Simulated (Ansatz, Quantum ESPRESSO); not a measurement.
## GaP (F-43m): Raman and infrared activity

Wanted: vibrational spectra of GaP (F-43m) from linear and non-linear response.

Program: Quantum ESPRESSO 8.0 development, patched. Level of theory: DFT LDA, scalar-relativistic, plane waves, PseudoDojo norm-conserving pseudopotentials. Results are calculated unless marked as measured.

**What experiment says.**

For GaP, zinc blende (literature value (Refs. 34, 36)), “Temperature dependence of the optical phonon reflection band in GaP” (2021, arxiv:2105.06662) quotes earlier work: static dielectric constant (static dielectric constant (paper prints symbol eps_inf but compares …) 11.147 [Literature value printed with the symbol eps_inf, but compared with the static constant …]; Raman mode (TO at Gamma) 367.3 cm⁻¹ at 300 K; infrared mode (TO at Gamma) 366.3 ± 0.3 cm⁻¹ at 300 K.

This is a report of a sequence of runs, with most program output left out.

**1. Starting point**

The structure is cubic, space group F-43m (No. 216). The conventional cell has a = 5.451 Å, b = 5.451 Å, c = 5.451 Å, α = 90.00°, β = 90.00°, γ = 90.00°. Nearest to Ga lie 4 P at 2.36 Å. Nearest to P lie 4 Ga at 2.36 Å. Farther neighbours are not listed.

Structure file:

```
CELL_PARAMETERS angstrom
-2.72525 0.00000 2.72525
0.00000 2.72525 2.72525
-2.72525 2.72525 0.00000
ATOMIC_POSITIONS crystal
Ga 0.00000 0.00000 0.00000
P 0.25000 0.25000 0.25000
```

**2. A first look**

A cheap run with smearing and empty bands tells whether the crystal has a gap, which decides between fixed occupations and smearing later on.

File probe.in:

```
 &control
    calculation='scf',
    prefix='x',
    outdir='./tmp',
    pseudo_dir='./pseudo',
    tprnfor=.true.,
    tstress=.true.,
    verbosity='high',
 /
 &system
    ibrav=2,
    celldm(1)=10.29995224,
    nat=2,
    ntyp=2,
    ecutwfc=80.0,
    occupations='smearing',
    smearing='gaussian',
    degauss=0.01,
 /
 &electrons
    conv_thr=1.0d-07,
    mixing_beta=0.7,
    electron_maxstep=100,
 /
ATOMIC_SPECIES
 Ga     69.7230  Ga.upf
 P      30.9738  P.upf
ATOMIC_POSITIONS crystal
 Ga     0.000000000   0.000000000   0.000000000
 P      0.250000000   0.250000000   0.250000000
K_POINTS automatic
 6 6 6 0 0 0
```

Command:

```console
OMP_NUM_THREADS=1 mpirun -n 4 pw.x -nk 4 -in probe.in > probe.out
```

The job ended after 3.7 s (4 MPI ranks of Arm Neoverse V1, shared host).

Read from the output:

```
volume per atom   : 20.24 Å³
pressure          : -2.908 GPa
gap on the k-mesh : 1.498 eV
```

A gap of 1.5 eV opens on this mesh, so the crystal is taken as an insulator; the start stands at -2.9 GPa.

**3. Relaxation**

Frequencies change by per cents with a per cent of volume, so the structure is first brought to rest at this level of theory.

File relax.in:

```
 &control
    calculation='vc-relax',
    prefix='x',
    outdir='./tmp',
    pseudo_dir='./pseudo',
    tprnfor=.true.,
    tstress=.true.,
    forc_conv_thr=2.0d-05,
    etot_conv_thr=1.0d-07,
    nstep=40,
 /
 &system
    ibrav=2,
    celldm(1)=10.29995224,
    nat=2,
    ntyp=2,
    ecutwfc=80.0,
    occupations='fixed',
    nbnd=11,
 /
 &electrons
    conv_thr=1.0d-11,
    mixing_beta=0.7,
    electron_maxstep=100,
 /
 &ions
 /
 &cell
    press_conv_thr=0.2,
 /
ATOMIC_SPECIES
 Ga     69.7230  Ga.upf
 P      30.9738  P.upf
ATOMIC_POSITIONS crystal
 Ga     0.000000000   0.000000000   0.000000000
 P      0.250000000   0.250000000   0.250000000
K_POINTS automatic
 10 10 10 0 0 0
```

Command:

```console
OMP_NUM_THREADS=1 mpirun -n 4 pw.x -nk 4 -in relax.in > relax.out
```

Run time: 54 s. Hardware: 4 MPI ranks; 3.6 min of CPU time.

Relaxation path:

```csv
step,energy less that of the first step (eV),largest force (eV/Å),pressure (GPa),volume (Å³)
1,0.0000,0.0000,-2.93,40.48
2,-0.0088,0.0000,-1.73,39.88
3,-0.0131,0.0000,0.11,39.04
4,-0.0131,0.0000,0.00,39.09
5,-0.0131,0.0000,0.00,39.09
6,-0.0130,0.0000,-0.02,39.09
```

```csv
"conventional cell, symmetrised",before,after,change
a (Å),5.451,5.387,-1.2 %
b (Å),5.451,5.387,-1.2 %
c (Å),5.451,5.387,-1.2 %
volume (Å³/atom),20.24,19.54,-3.4 %
```

Final coordinates:

```
Ga P
1.0
    -2.69367    0.00000    2.69367
     0.00000    2.69367    2.69367
    -2.69367    2.69367    0.00000
Ga P
1 1
Direct
  0.00000 0.00000 0.00000
  0.25000 0.25000 0.25000
```

The last row of the table of steps is pw.x's closing run on a basis chosen anew for the final cell, so its energy can jump.

Read from the output:

```
volume per atom   : 19.54 Å³
pressure          : -0.02 GPa
gap on the k-mesh : 1.406 eV
```

The volume changes by -3.4 % from the cell with which this run began.

**4. Self-consistent run for the response**

The response is built on this ground state, so it is converged far tighter than an energy would need. With a gap, occupations are fixed, which also allows the response to an electric field.

File scf.in:

```
 &control
    calculation='scf',
    prefix='x',
    outdir='./tmp',
    pseudo_dir='./pseudo',
    tprnfor=.true.,
    tstress=.true.,
 /
 &system
    ibrav=2,
    celldm(1)=10.18058663,
    nat=2,
    ntyp=2,
    ecutwfc=80.0,
    occupations='fixed',
    nbnd=11,
 /
 &electrons
    conv_thr=1.0d-12,
    mixing_beta=0.7,
    electron_maxstep=100,
 /
ATOMIC_SPECIES
 Ga     69.7230  Ga.upf
 P      30.9738  P.upf
ATOMIC_POSITIONS crystal
 Ga     0.000000000   0.000000000   0.000000000
 P      0.250000000   0.250000000   0.250000000
K_POINTS automatic
 12 12 12 0 0 0
```

Command:

```console
OMP_NUM_THREADS=1 mpirun -n 4 pw.x -nk 4 -in scf.in > scf.out
```

The job ended after 18 s (4 MPI ranks).

Read from the output:

| Item | Value |
| --- | --- |
| pressure | -0.018 GPa |
| gap on the k-mesh | 1.393 eV |

The cell stands at -0.018 GPa, close enough for phonons.

**5. Linear response at Γ**

At q = 0 one unit cell holds all displacements; symmetry groups them into irreducible representations that are solved one by one. The response to a field gives ε∞ and the Born charges, which polar modes need. Third-order response adds the Raman tensors.

File ph.in:

```
phonons
 &inputph
    prefix='x',
    outdir='./tmp',
    fildyn='g.dyn',
    tr2_ph=1.0d-18,
    epsil=.true.,
    lraman=.true.,
    elop=.true.,
 /
0.000000000000 0.000000000000 0.000000000000
```

Command:

```console
OMP_NUM_THREADS=1 mpirun -n 4 ph.x -nk 4 -in ph.in > ph.out
```

Wall time 25 min (4 MPI ranks); 1.7 h of CPU time.

This step gave:

```yaml
miss_of_the_charge_sum_rule: 0.01057 e
largest_acoustic_frequency_at_the_zone_centre_before_the_sum_rule: 2.53 cm⁻¹
highest_optical_zone_centre_mode_no_lo_to_term: 365.2 cm⁻¹
lowest_optical_zone_centre_mode: 365.2 cm⁻¹
mean_high_frequency_dielectric_constant: 10.79
largest_born_charge_in_size_third_of_the_trace: 2.056 e
```

Born charge (rows field, columns displacement), before the sum rule (e), principal values of the symmetric part by kind of site:

```csv
atom,atoms with these values,low,middle,high,mean
Ga1,1,2.05,2.05,2.05,2.05
P2,1,-2.06,-2.06,-2.06,-2.06
```

In full for Ga1:

```
2.05 0.00 0.00
0.00 2.05 0.00
0.00 0.00 2.05
```

High-frequency dielectric tensor:

```
10.79  0.00  0.00
 0.00 10.79  0.00
 0.00  0.00 10.79
```

The acoustic modes at Γ come out as far as 2.5 cm⁻¹ from zero, where they should vanish, a small numerical error; the Born charges miss their sum rule by 0.011 e, which is good.

**6. Modes with the sum rule**

A rigid shift of the crystal must cost nothing, but grids and finite bases break this; the acoustic sum rule is imposed before the matrix is diagonalised again. With Born charges the intensities follow, and the static dielectric tensor.

File dynmat.in:

```
 &input
    fildyn='g.dyn',
    asr='simple',
    fileig='dynmat.eig',
    lperm=.true.,
 /
```

Command:

```console
dynmat.x -in dynmat.in > dynmat.out
```

Elapsed: 0.45 s, on 1 thread.

Numbers from this step:

```yaml
mean_static_dielectric_constant: 12.64
```

Unit eigenvectors of the mass-weighted matrix after the sum rule; no LO-TO term. Modes at Γ, with each element's share of the kinetic energy:

```csv
mode,frequency (cm⁻¹),symmetry,Ga %,P %
1,0.0,acoustic,69,31
2,0.0,acoustic,69,31
3,0.0,acoustic,69,31
4,365.2,T2,31,69
5,365.2,T2,31,69
6,365.2,T2,31,69
```

Displacements in mode 5 (365.2 cm⁻¹), the largest set to 1:
```
Ga1  0.00  0.28 -0.44
P2   0.01 -0.64  1.00
```

Degenerate modes summed, no LO-TO term. Infrared lines, with heights relative to the strongest:

```csv
position (cm⁻¹),lines merged,label,"IR intensity, relative"
365,3,T2,100
```

Degenerate modes summed. Lines of the Raman spectrum (strongest = 100):

```csv
position (cm⁻¹),lines merged,label,"Raman activity, relative"
365,3,T2,100
```

Static dielectric tensor (ions relaxed, fixed cell):

```
12.64  0.00  0.00
 0.00 12.64  0.00
 0.00  0.00 12.64
```

The rule moves no optical mode by more than 0.1 cm⁻¹.

**7. Sum rules set otherwise: a sum rule for molecules or wires on a crystal**

This rule also removes rotations, which suits molecules and not a crystal; it is tried to see the harm.

File dynmat.in:

```
 &input
    fildyn='g.dyn',
    asr='zero-dim',
    fileig='dynmat.eig',
    lperm=.true.,
 /
```

Command:

```console
dynmat.x -in dynmat.in > dynmat.out
```

Run time: 0.44 s. Hardware: 1 thread.

The program raised no error, yet the settings are not those of a careful run.

The fault: a sum rule for molecules or wires on a crystal; 2 optical modes are projected out to zero frequency, as if they were rotations, and the static dielectric tensor is spoilt.

For a crystal the rule has to be 'simple' or 'crystal'.

Zone-centre frequencies as printed; negative means imaginary. Modes:

```csv
mode,frequency (cm⁻¹)
1,0
2,0
3,0
4,0
5,0
6,365.2
```

**8. Modes along a direction of q (1 0 0)**

A longitudinal polar mode sets up a macroscopic field that stiffens it; the term hangs on the direction from which q goes to zero.

File dynmat.in:

```
 &input
    fildyn='g.dyn',
    asr='simple',
    fileig='dynmat.eig',
    q(1)=1.0,
    q(2)=0.0,
    q(3)=0.0,
 /
```

Command:

```console
dynmat.x -in dynmat.in > dynmat.out
```

It took 0.45 s on 1 thread.

Read from the output:

| Quantity | Value |
| --- | --- |
| highest mode moved by the LO-TO term | 395.3 cm⁻¹ |

Zone-centre frequencies as printed; negative means imaginary. Modes:

```csv
mode,frequency (cm⁻¹)
1,0
2,0
3,0
4,365.2
5,365.2
6,395.3
```

The field moves one mode, from 365 to 395 cm⁻¹; the others stay.

**9. A second program**

A second program on the same cell, potentials, cutoff and meshes tests the implementation of the phonon response, not its convergence. Its field response is summed in its own way. Its k mesh is centred on Γ.

This step: DFT LDA, scalar-relativistic, plane waves, PseudoDojo norm-conserving pseudopotentials (Ansatz 0.2.0).

File input.yaml:

```yaml
crystal:
  lattice:
    - [-2.6936672189, 0.0, 2.6936672189]
    - [0.0, 2.6936672189, 2.6936672189]
    - [-2.6936672189, 2.6936672189, 0.0]
  atoms:
    - { symbol: Ga, position: [0.0, 0.0, 0.0] }
    - { symbol: P, position: [0.25, 0.25, 0.25] }
kpoints:
  mp_grid: { grid: [12, 12, 12] }
hamiltonian:
  xc: lda
  pseudopotentials: { kind: nc, accuracy: standard }
scf:
  occupations: { method: fixed }
output:
  eigenvalues: true
basis:
  ecutwfc: 1088.455
phonons:
  method: dfpt
  dielectric: true
  rigid_motions: translations
  raman: true
```

Command:

```console
ansatz run input.yaml --threads 4 --pin off --max-ram 8192MiB --backend cpu --events-out ev --progress --plain --runs-dir out
```

Wall time 4.3 min (4 threads); peak memory 2 GiB.

Read from the output:

```yaml
sum_rule_residual_before_enforcement: 2.51e-5 eV/Å²
miss_of_the_charge_sum_rule: 0.001008 e
estimated_error_of_the_dielectric_tensor: 0.03362
estimated_error_of_the_born_charges: 0.01517 e
mean_high_frequency_dielectric_constant: 10.67
largest_born_charge_in_size_third_of_the_trace: 2.046 e
mean_static_dielectric_constant: 12.52
highest_mode_moved_by_the_lo_to_term: 395.4 cm⁻¹
```

Transverse modes. Lines of the infrared spectrum (strongest = 100):

```csv
position (cm⁻¹),label,"IR intensity ((D/Å)²/amu), degenerate modes summed, relative"
365,T2,100
```

Activity x (w_L - w)^4 (n + 1)/w, 532 nm, 300 K. Lines of the Raman spectrum (strongest = 100):

```csv
position (cm⁻¹),label,"Stokes intensity, strongest 100"
365,T2,100
```

The log warns that the force constants on this k mesh are to be taken as unconverged.

**10. The two compared: QE PseudoDojo and Ansatz, PseudoDojo**

Worked out from the results:

- root-mean-square difference: 0 cm⁻¹
- largest difference: 0 cm⁻¹

Frequencies side by side, by row:

```csv
q (reciprocal lattice),mode,QE PseudoDojo (cm⁻¹),"Ansatz, PseudoDojo (cm⁻¹)"
0 0 0,1,0,0
0 0 0,2,0,0
0 0 0,3,0,0
0 0 0,4,365.2,365.2
0 0 0,5,365.2,365.2
0 0 0,6,365.2,365.2
```

The two runs side by side. Further quantities:

```csv
quantity,QE PseudoDojo,"Ansatz, PseudoDojo"
mean ε∞,10.79,10.68
"largest Born charge in size (e; the first before, the second after the charge sum rule)",2.056,2.046
summed IR intensity ((D/Å)²/amu),13.57,13.51
summed Raman activity (Å⁴/amu),271.1,265.9
```

At the zone centre the largest difference (acoustic modes at Γ apart) is 0.003 % of the highest mode.

**11. Results**

| Item | Value |
| --- | --- |
| space group after relaxation | F-43m |
| volume per atom | 19.5 Å³ |
| gap on the k-mesh | 1.39 eV |
| highest optical zone-centre mode (no LO-TO term) | 365.2 cm⁻¹ |
| highest mode moved by the LO-TO term | 395.3 cm⁻¹ |
| mean high-frequency dielectric constant | 10.8 |
| largest Born charge in size (third of the trace) | 2.06 e |
| mean static dielectric constant | 12.6 |
| imaginary optical modes at the zone centre (no q mesh in this session) | none |
| largest difference from Ansatz, PseudoDojo | 0 cm⁻¹ |

What this shows: The largest Raman activity of GaP (F-43m) lies at 365 cm⁻¹ and the strongest infrared line at 365 cm⁻¹ (transverse modes). At the LDA level the optical modes of GaP (F-43m) at the zone centre (no LO-TO term) lie at 365 cm⁻¹. Along the directions run, the highest mode that the macroscopic field moves lies at 395 cm⁻¹. Lattice motion raises the mean dielectric constant from 10.79 to 12.64. The Raman intensities rest on static tensors of the transverse modes; green light lies near or above this gap, where resonance changes them. The Born charge of Ga is 2.046 e against a formal charge of +3: moving the atom carries less polarisation than a rigid ion would, as is usual in tetrahedral, largely covalent crystals. The Lyddane-Sachs-Teller relation holds: (ωLO/ωTO)² is 1.17 and ε₀/ε∞ is 1.17. QE PseudoDojo and Ansatz, PseudoDojo agree to 0.01 cm⁻¹ (0.003 % of the highest mode compared) on all solved modes but the acoustic ones at Γ, without the LO-TO term. These are harmonic frequencies at zero temperature: anharmonic shifts and linewidths and thermal expansion are left out. Ansatz's log warns that force constants on this k mesh are to be taken as unconverged, an error that the frequencies of both programs share. The build is a development version in which the Raman tensors of release 7.5 are mended; dynmat.x leaves out the electro-optic term of LO lines.

Calculation against experiment:

| quantity | measured | LDA PseudoDojo norm-conserving, Quantum ESPRESSO |
| --- | --- | --- |
| static dielectric constant (mean of the tensor) | 11.147 | 12.64 (+13.4 %) |
| Raman mode, TO at Gamma (cm⁻¹) | 367.3 | 365 (-0.6 %) |
| infrared mode, TO at Gamma (cm⁻¹) | 366.3 | 365 (-0.3 %) |

Measured values from arxiv:2105.06662 (2021).

Verdict: The static dielectric constant is off by +13.4 %: fair agreement. The Raman mode is off by -0.6 %: good agreement. The infrared mode is off by -0.3 %: good agreement. The grades are ours: good and fair within 10 and 25 % for the static dielectric constant, 3 and 7 % for the Raman mode and 3 and 7 % for the infrared mode. Zero-point motion and thermal expansion (measured at up to 300 K) are not in the computed static dielectric constant, Raman mode and infrared mode. Limits of convergence are named above.

[Host names and launcher messages were left out of these logs when they were recorded.]

[Logs are printed without paths, hosts, clocks, repeated set-up lines and the standing remarks that a program may print on its own settings, such as how far it seeks lower states.]

[Hosts, paths, dates, database ids (printed as entryN), source tags and the programs' standing remarks are cut or masked in the printed files.]
